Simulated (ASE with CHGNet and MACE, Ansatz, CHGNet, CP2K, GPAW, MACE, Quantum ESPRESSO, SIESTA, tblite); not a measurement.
# Machine-learned potentials on twisted Ti2CO2 MXene bilayer, 21.79° (70 atoms): settings against a plane-wave reference

Wanted: machine-learned potentials inputs and outputs for twisted Ti2CO2 MXene bilayer, 21.79° (70 atoms), checked against a plane-wave reference.

Program: ASE with CHGNet and MACE. Level of theory: the method is named at each step. Results are calculated unless marked as measured.

### Step 1. The starting structure

The cell holds 70 atoms: 14 C, 28 Ti and 28 O. Its edges and angles: a = 8.017 Å, b = 8.017 Å, c = 23.860 Å, α = 90.0°, β = 90.0°, γ = 120.0°. It derives from Ti2CO2 (Ti2CO2 MXene). Ti2CO2 MXene (a = 3.03 Å) under Ti2CO2 MXene (a = 3.03 Å), bilayer, commensurate cell of 7 unit cells a layer, twist 21.79 deg; facing planes 2.98 Å apart; 12 Å of vacuum; layers as built, displaced by a Gaussian of 0.01 Å. Then every atom was moved at random, 0.03 Å r.m.s. a Cartesian component. Regions: layer 1, 35 atoms (7 C, 14 Ti and 14 O); layer 2, 35 atoms (7 C, 14 Ti and 14 O). Vacuum lies along c.

The yardstick, on the same geometry:

* method: Kohn-Sham DFT, PBE, PAW, plane waves (Ansatz 0.2.0); cutoff 420 eV, Γ point, fermi-dirac smearing of 0.05 eV; PAW set soft_2
* r.m.s. force component: 0.5018 eV/Å
* longest force: 1.989 eV/Å
* gap (highest filled to lowest empty level): 0.4857 eV
* SCF cycles: 12
* time: 22 s on 4 threads of Arm Neoverse V1, shared host
* CPU time: 82 s

### Step 2. CHGNet r2SCAN potential

Method: machine-learned interatomic potential CHGNet r2SCAN, trained on r2SCAN plane-wave data.

Input file run.py:

```python
import numpy as np
from ase.io import read
import mlip  # loads the published weights by name

atoms = read("structure.xyz")
atoms.calc = mlip.calc("chgnet-r2scan")
energy = atoms.get_potential_energy()
forces = atoms.get_forces()
print(f"energy {energy:.6f} eV")
print("forces (eV/A)")
for i, (a, f) in enumerate(zip(atoms, forces)):
    print(f"{i:4d} {a.symbol:2s} {f[0]:10.5f} {f[1]:10.5f} {f[2]:10.5f}")
```

Input file structure.xyz:

```xyz
70
Lattice="8.01660 0.00000 0.00000 -4.00830 6.94258 0.00000 0.00000 0.00000 23.86000" Properties=species:S:1:pos:R:3 pbc="T T T"
C 3.98950 6.93237 8.24625
Ti 0.57034 1.67129 9.53374
Ti 1.77047 0.33699 6.91248
O 1.73062 0.31533 10.41441
O 0.55599 1.71155 5.97788
C -0.59295 2.99454 8.24053
Ti 0.01924 4.62390 9.54424
Ti 1.12798 3.31765 6.90127
O 1.15299 3.34514 10.43493
O -0.02854 4.67749 5.98886
C -1.16253 5.96430 8.25962
Ti 3.46558 0.65857 9.54567
Ti 0.56709 6.26443 6.93252
O 0.64061 6.26443 10.40034
O 3.40714 0.64441 6.03682
C 2.25968 1.97718 8.16680
Ti 2.80192 3.58994 9.60842
Ti 4.02245 2.31542 6.90318
O 4.04722 2.35749 10.42658
O 2.84702 3.63972 6.02012
C 1.70866 4.93104 8.24792
Ti 2.28425 6.57018 9.53493
Ti 3.39050 5.32531 6.88385
O 3.40605 5.24436 10.41250
O 2.29215 6.59885 5.94472
C 5.14133 0.94343 8.18517
Ti 5.72878 2.65519 9.49771
Ti 6.86714 1.38373 6.93252
O 6.88907 1.28452 10.47764
O 5.69479 2.66408 5.99817
C 4.60349 3.89305 8.14700
Ti -2.84569 5.62411 9.48411
Ti -1.73062 4.28316 6.89363
O -1.71495 4.34307 10.43350
O -2.86702 5.65661 5.98361
C -1.65916 4.96290 15.66767
Ti -0.56898 6.27630 16.91292
Ti -0.01479 4.59536 14.29047
O 0.00906 4.65139 17.84895
O -0.60525 6.24777 13.37949
C 3.97499 6.90710 15.63951
Ti 1.15098 1.35096 16.98498
Ti -2.28160 6.64238 14.24800
O -2.32093 6.59760 17.86446
O 1.19744 1.32117 13.45776
C 0.57026 2.94678 15.61542
Ti 1.72525 4.29343 16.95706
Ti 2.31074 2.63547 14.30526
O 2.29363 2.66262 17.87186
O 1.71194 4.28413 13.40383
C 1.07871 5.96243 15.64047
Ti 6.25704 0.30242 16.96995
Ti 2.88517 5.56698 14.36372
O 2.81487 5.63335 17.84776
O 6.25772 0.31221 13.42268
C 2.84329 0.94037 15.60539
[... 10 atom lines left out ...]
Ti -1.15956 3.29294 16.98212
Ti -0.53475 1.63060 14.34225
O -0.56188 1.61262 17.85324
O -1.15106 3.34084 13.43413
```

On the command line:

```sh
> OMP_NUM_THREADS=1 python run.py > output.txt
```

What it wrote:

```text
CHGNet vr2scan initialized with 412,525 parameters
CHGNet will run on cpu
energy -831.173401 eV
forces (eV/A)
   0 C     0.01945    0.16820   -0.29725
   1 Ti   -0.28011   -0.45025   -0.23112
   2 Ti   -0.59936   -0.04274    0.12657
   3 O     0.03680    0.13523   -0.01563
   4 O    -0.06270   -0.16790    0.29014
   5 C     0.14303   -0.13766   -0.17854
   6 Ti   -0.45546    0.12092   -0.38125
   7 Ti    0.08993   -0.10906    0.10305
   8 O    -0.12298   -0.28237    0.39653
   9 O     0.03361   -0.15537    0.11065
  10 C     0.15605   -0.07604   -0.27033
  11 Ti   -0.17864   -0.00339   -0.36638
  12 Ti    0.18994   -0.01855    0.07390
  13 O    -0.41759    0.15480    0.38766
  14 O     0.22355   -0.05608   -0.29742
  15 C     0.14203    0.12164    0.61423
  16 Ti    0.46006    0.18179   -0.72629
  17 Ti   -0.23716    0.04639    0.19157
  18 O    -0.04333   -0.22015   -0.02688
  19 O    -0.03246    0.03682   -0.05526
  20 C     0.04756    0.10502   -0.26052
  21 Ti    0.46511    0.30830   -0.24345
  22 Ti    0.21790    0.01259    0.11544
  23 O     0.15230   -0.03164    0.00978
[...]
62 Ti    0.05928   -0.54957    0.09115
  63 O    -0.00395   -0.10650   -0.08134
  64 O    -0.17875   -0.24753   -0.15421
  65 C     0.27193    0.09594    0.16597
  66 Ti    0.02046    0.08062   -0.35256
  67 Ti   -0.57628   -0.05285    0.14819
  68 O    -0.06809    0.09898    0.00105
  69 O    -0.05411   -0.25588    0.03246
```

The job ended after 7 s (1 thread of Arm Neoverse V1, shared host; peak memory 1.1 GiB).

Banners, paths, timers and routine set-up lines are dropped from the logs unmarked, and long logs keep their key lines alone; longer cuts are marked.

Numbers from this run, and their distance from the reference:

* r.m.s. force component: 0.2389 eV/Å
* r.m.s. difference of force components: 314.7 meV/Å
* longest difference of force vectors: 1136 meV/Å
* force difference over r.m.s. force: 62.71 %
* slope of forces against the reference's: 0.4167
* correlation of force components: 0.8752

Length of the force difference by element (eV/Å):

| element | atoms | mean | most |
| --- | --- | --- | --- |
| C | 14 | 0.42 | 1.0 |
| O | 28 | 0.45 | 0.99 |
| Ti | 28 | 0.57 | 1.1 |

Local excerpt of 13 atoms (numbers count through the whole input) about O5, picked at random; x, y, z are measured from there.

| atom | x | y | z | distance (Å) | bonds | Fx | Fy | Fz (eV/Å) |
| --- | --- | --- | --- | --- | --- | --- | --- | --- |
| O5 | 0.00 | 0.00 | 0.00 | 0.00 | 3 | -0.06 | -0.17 | 0.29 |
| Ti8 | 0.57 | 1.61 | 0.92 | 1.94 | 6 | 0.09 | -0.11 | 0.10 |
| Ti28 | -1.71 | -0.33 | 0.95 | 1.98 | 6 | 0.13 | -0.48 | 0.04 |
| Ti3 | 1.21 | -1.37 | 0.93 | 2.06 | 6 | -0.60 | -0.04 | 0.13 |
| C16 | 1.70 | 0.27 | 2.19 | 2.79 | 6 | 0.14 | 0.12 | 0.61 |
| C6 | -1.15 | 1.28 | 2.26 | 2.84 | 6 | 0.14 | -0.14 | -0.18 |
| C1 | -0.57 | -1.72 | 2.27 | 2.91 | 6 | 0.02 | 0.17 | -0.30 |
| O20 | 2.29 | 1.93 | 0.04 | 2.99 | 3 | -0.03 | 0.04 | -0.06 |
| O10 | -0.58 | 2.97 | 0.01 | 3.02 | 3 | 0.03 | -0.16 | 0.11 |
| O30 | -2.88 | 0.95 | 0.02 | 3.03 | 3 | 0.21 | -0.09 | -0.15 |
| O15 | 2.85 | -1.07 | 0.06 | 3.04 | 3 | 0.22 | -0.06 | -0.30 |
| O35 | 0.59 | -3.00 | 0.01 | 3.05 | 3 | -0.04 | -0.14 | 0.29 |
| O25 | -2.27 | -2.06 | -0.03 | 3.06 | 3 | -0.02 | 0.09 | 0.43 |

Atoms are counted from 1 here, from 0 in the log.

Forces lie 63 % from the reference's, at 0.069 times its CPU time (on 1 against 4 cores).

### Step 3. CHGNet 0.3.0 potential

Method: machine-learned interatomic potential CHGNet 0.3.0, trained on PBE(+U) plane-wave data.

run.py, as its differences from that of step 2:

```diff
@@ -5,3 +5,3 @@
 atoms = read("structure.xyz")
-atoms.calc = mlip.calc("chgnet-r2scan")
+atoms.calc = mlip.calc("chgnet-0.3.0")
 energy = atoms.get_potential_energy()
```

structure.xyz is that of step 2.

What it wrote:

```text
CHGNet v0.3.0 initialized with 412,525 parameters
CHGNet will run on cpu
energy -647.230347 eV
forces (eV/A)
   0 C     0.03529    0.22351   -0.52554
   1 Ti   -0.33290   -0.62026   -0.34313
   2 Ti   -0.75074   -0.07920    0.28283
   3 O     0.03305    0.17478    0.25668
   4 O    -0.03037   -0.23573   -0.04992
   5 C     0.23399   -0.10765   -0.26072
   6 Ti   -0.61381    0.21472   -0.44113
   7 Ti    0.12356   -0.07947    0.18813
   8 O    -0.18063   -0.40575    0.77885
   9 O     0.08057   -0.27296   -0.19238
  10 C     0.19937   -0.10317   -0.45275
  11 Ti   -0.21255    0.07254   -0.51686
  12 Ti    0.22073    0.05193    0.18814
  13 O    -0.58097    0.15904    0.62590
  14 O     0.28730   -0.04707   -0.62836
  15 C     0.24495    0.17922    0.87348
  16 Ti    0.79374    0.26516   -1.15248
  17 Ti   -0.32302    0.08601    0.29494
  18 O    -0.22274   -0.30290    0.18245
  19 O    -0.04715   -0.01259   -0.36463
  20 C     0.11042    0.14523   -0.39381
  21 Ti    0.60856    0.41731   -0.25923
  22 Ti    0.35990   -0.07655    0.37828
  23 O     0.14576   -0.01015    0.22504
[...]
62 Ti    0.12594   -0.74671    0.11651
  63 O    -0.10544   -0.15953    0.26045
  64 O    -0.20217   -0.23435   -0.39380
  65 C     0.35814    0.12151    0.21705
  66 Ti    0.10875    0.01315   -0.54554
  67 Ti   -0.76271   -0.09564    0.29802
  68 O    -0.13143    0.14356    0.35319
  69 O    -0.07501   -0.36261   -0.21583
```

Run time: 6.9 s. Hardware: 1 thread; peak memory 1.1 GiB.

Against the reference:

```yaml
r_m_s_force_component: 0.3469 eV/Å
r_m_s_difference_of_force_components: 242.2 meV/Å
longest_difference_of_force_vectors: 851 meV/Å
force_difference_over_r_m_s_force: 48.28 %
slope_of_forces_against_the_reference_s: 0.6224
correlation_of_force_components: 0.9004
```

Against the first run (63 %), the force difference from the reference is 48 %, at 0.99 times the CPU time.

### Step 4. MACE MPA-0 medium potential

Method: machine-learned interatomic potential MACE MPA-0 medium, trained on PBE(+U) plane-wave data.

run.py, as its differences from that of step 3:

```diff
@@ -5,3 +5,3 @@
 atoms = read("structure.xyz")
-atoms.calc = mlip.calc("chgnet-0.3.0")
+atoms.calc = mlip.calc("mace-mpa-0-medium")
 energy = atoms.get_potential_energy()
```

structure.xyz is that of step 3.

What it wrote:

```text
energy -627.391832 eV
forces (eV/A)
   0 C     0.04080    0.16350   -0.07785
   1 Ti   -0.53299   -0.85404   -0.30427
   2 Ti   -1.18083    0.02251   -0.03056
   3 O     0.02059    0.22450    0.27688
   4 O     0.00706   -0.42612    0.17300
   5 C     0.12077   -0.26187    0.00558
   6 Ti   -0.80363    0.31875   -0.65912
   7 Ti    0.14049   -0.11971    0.02455
   8 O    -0.48176   -0.66315    1.01864
   9 O     0.10294   -0.47111   -0.10712
  10 C     0.15020    0.00056   -0.13926
  11 Ti   -0.20744   -0.16023   -0.44054
  12 Ti    0.37342    0.29339   -0.05383
  13 O    -0.96060    0.23481    0.88159
  14 O     0.53881    0.02144   -0.67428
  15 C     0.12223    0.14487    1.05066
  16 Ti    1.20662    0.56625   -1.24248
  17 Ti   -0.41380    0.18469    0.17478
  18 O    -0.30757   -0.54754    0.20907
  19 O    -0.00156    0.05800   -0.17974
  20 C     0.07630    0.16307   -0.18726
  21 Ti    0.95197    0.62402   -0.34974
  22 Ti    0.59011   -0.01858   -0.15381
  23 O     0.37565    0.00399    0.21267
[...]
62 Ti    0.10270   -1.10848    0.05251
  63 O    -0.14745   -0.20500    0.20999
  64 O    -0.42809   -0.53398   -0.53521
  65 C     0.25314    0.11986    0.07550
  66 Ti    0.09862    0.22287   -0.30303
  67 Ti   -1.10541    0.00107    0.17967
  68 O    -0.22202    0.24979    0.24605
  69 O    -0.15159   -0.61371   -0.25508
```

Run time: 13 s. Hardware: 1 thread; peak memory 0.93 GiB.

Against the reference:

- r.m.s. force component: 0.432 eV/Å
- r.m.s. difference of force components: 224.6 meV/Å
- longest difference of force vectors: 816.1 meV/Å
- force difference over r.m.s. force: 44.76 %
- slope of forces against the reference's: 0.7703
- correlation of force components: 0.8949

Against the first run (63 %), the force difference from the reference is 45 %, at 1.9 times the CPU time.

### Step 5. All runs compared

Differences are against the plane-wave reference, forces as r.m.s. over components; share is that over the reference's r.m.s. force, slope the least-squares factor from reference forces to these. Total energies of different programs have different zeros and aren't compared.

| run | Δ force, r.m.s. (meV/Å) | share (%) | slope | cores | CPU time | memory (GiB) |
| --- | --- | --- | --- | --- | --- | --- |
| reference | - | - | - | 4 | 82 s | 1.6 |
| CHGNet r2SCAN potential | 315 | 62.7 | 0.417 | 1 | 5.7 s | 1.1 |
| CHGNet 0.3.0 potential | 242 | 48.3 | 0.622 | 1 | 5.6 s | 1.1 |
| MACE MPA-0 medium potential | 225 | 44.8 | 0.770 | 1 | 10 s | 0.93 |

Times of the machine-learned potentials are mostly Python's start and the loading of weights.

CPU time is summed over cores on a shared host, where runs went side by side, so it is rough. Symmetry, cutoffs, thresholds, outputs and thread counts weren't matched or tuned between programs; memory under MPI is the largest rank's times the ranks.

### Step 6. What came out

```
nearest in forces : MACE MPA-0 medium potential, 45 %
its CPU time      : 10 s
```

Machine-learned potentials differ by 45 % (MACE MPA-0 medium potential) to 63 % (CHGNet r2SCAN potential); they were trained on other programs' data, some at another functional. Among those trained on PBE data the slope goes as low as 0.62, which softening far from their training structures can give, though the reference's k-sampling is untested too. Machine-learned potentials mimic data converged in k, so the reference's own k-point error enters their differences. The reference's PBE has no dispersion term, which matters for the binding between molecules or layers. The runs have no spin polarisation, so moments on Ti can't form, and no Hubbard term. The electronic-structure runs sample only Γ, in a cell whose shortest periodic width is 7 Å.

[Also dropped from logs without a mark: logging warnings of Python, and SIESTA's first energy breakdown and zero terms.]

[Logs are printed without paths, hosts, clocks, repeated set-up lines and the standing remarks that a program may print on its own settings, such as how far it seeks lower states.]

[Hosts, paths, dates, database ids (printed as entryN), source tags and the programs' standing remarks are cut or masked in the printed files.]
